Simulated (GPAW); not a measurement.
Consider KCdF3 (Pm-3m).

```cif
data_structure
_symmetry_space_group_name_H-M 'P 1'
_symmetry_Int_Tables_number 1
_cell_length_a 4.3821
_cell_length_b 4.3821
_cell_length_c 4.3821
_cell_angle_alpha 90.000
_cell_angle_beta 90.000
_cell_angle_gamma 90.000
_cell_volume 84.15
loop_
_atom_site_label
_atom_site_type_symbol
_atom_site_fract_x
_atom_site_fract_y
_atom_site_fract_z
_atom_site_occupancy
Cd1 Cd 0.50000 0.50000 0.50000 1
K2 K 0.00000 0.00000 0.00000 1
F3 F 0.50000 0.50000 0.00000 1
F4 F 0.50000 0.00000 0.50000 1
F5 F 0.00000 0.50000 0.50000 1
```

Absorber: atom 3, with 2 Cd at 2.19 Å (linear, site symmetry 4/mmm). Method: GPAW, LDA, full core hole (charged cell), 10-atom cell with 6.2 Å between holes, 5×5×5 k points, dipole transitions, Gaussian full width 0.9 eV up to 4 eV, rising linearly to 3.5 eV at 25 eV.

**Question.** Where do the maxima of the F K edge fall?

Main maxima up to 24 eV above the zero (height): 3.2 eV (1.17), 5.4 eV (2.31), 9.8 eV (1.06) and 16.5 eV (1.52). A K edge sees empty p states on the absorber. The total-energy difference plus the lowest empty eigenvalue puts the zero at 687.65 eV. One term is added: -9.89 eV, since the hole is spin-paired here and a spin-polarised one costs that much less in the free atom (computed apart). The photon energy is then 677.76 eV. The functional and the charged cell's background leave an error in such absolute values: in the free atom LDA prices this hole 4.7 eV below PBE (computed apart), and PBE is itself good to a few eV.

The F K spectrum (energy from the lowest empty level; intensity scaled to a mean of 1 over the first 20 eV):

| E (eV) | intensity |
| --- | --- |
| -2.00 | 0.00 |
| -1.25 | 0.00 |
| -0.50 | 0.00 |
| 0.25 | 0.03 |
| 1.00 | 0.16 |
| 1.75 | 0.42 |
| 2.50 | 0.86 |
| 3.25 | 1.16 |
| 4.00 | 0.84 |
| 4.75 | 1.71 |
| 5.50 | 2.31 |
| 6.25 | 2.03 |
| 7.00 | 1.86 |
| 7.75 | 1.43 |
| 8.50 | 0.98 |
| 9.25 | 1.01 |
| 10.00 | 1.05 |
| 10.75 | 0.87 |
| 11.50 | 0.56 |
| 12.25 | 0.36 |
| 13.00 | 0.30 |
| 13.75 | 0.41 |
| 14.50 | 0.74 |
| 15.25 | 1.16 |
| 16.00 | 1.46 |
| 16.75 | 1.50 |
| 17.50 | 1.26 |
| 18.25 | 0.92 |
| 19.00 | 0.68 |
| 19.75 | 0.62 |
| 20.50 | 0.71 |
| 21.25 | 0.89 |
| 22.00 | 1.09 |
| 22.75 | 1.27 |
| 23.50 | 1.41 |
| 24.25 | 1.53 |
| 25.00 | 1.60 |
| 25.75 | 1.62 |
| 26.50 | 1.62 |
| 27.25 | 1.62 |
| 28.00 | 1.61 |
| 28.75 | 1.56 |
| 29.50 | 1.45 |
| 30.25 | 1.29 |
| 31.00 | 1.15 |
| 31.75 | 1.05 |

The holes are only 6.2 Å apart, so the shape is probably not converged with cell size; no larger cell was run here. The mesh is coarse (0.29 Å⁻¹ between points), so small maxima may be mesh ripples. The structure is a computed Materials Project entry and may be a hypothetical form.

[Banner, clock and machine lines of the logs are left out without a mark of their own.]

[Logs are printed without paths, hosts, clocks, repeated set-up lines and the standing remarks that a program may print on its own settings, such as how far it seeks lower states.]

[Hosts, paths, dates, database ids (printed as entryN), source tags and the programs' standing remarks are cut or masked in the printed files.]

[Lists of maxima count a maximum above −3 eV only where it reaches 4 % of the highest in the window and stands out from its surroundings by 2 % of it (1.5 % where it reaches 55 %); shoulders and weaker maxima are passed over, and of the rest the first, up to two pre-edge ones and the few strongest are named.]
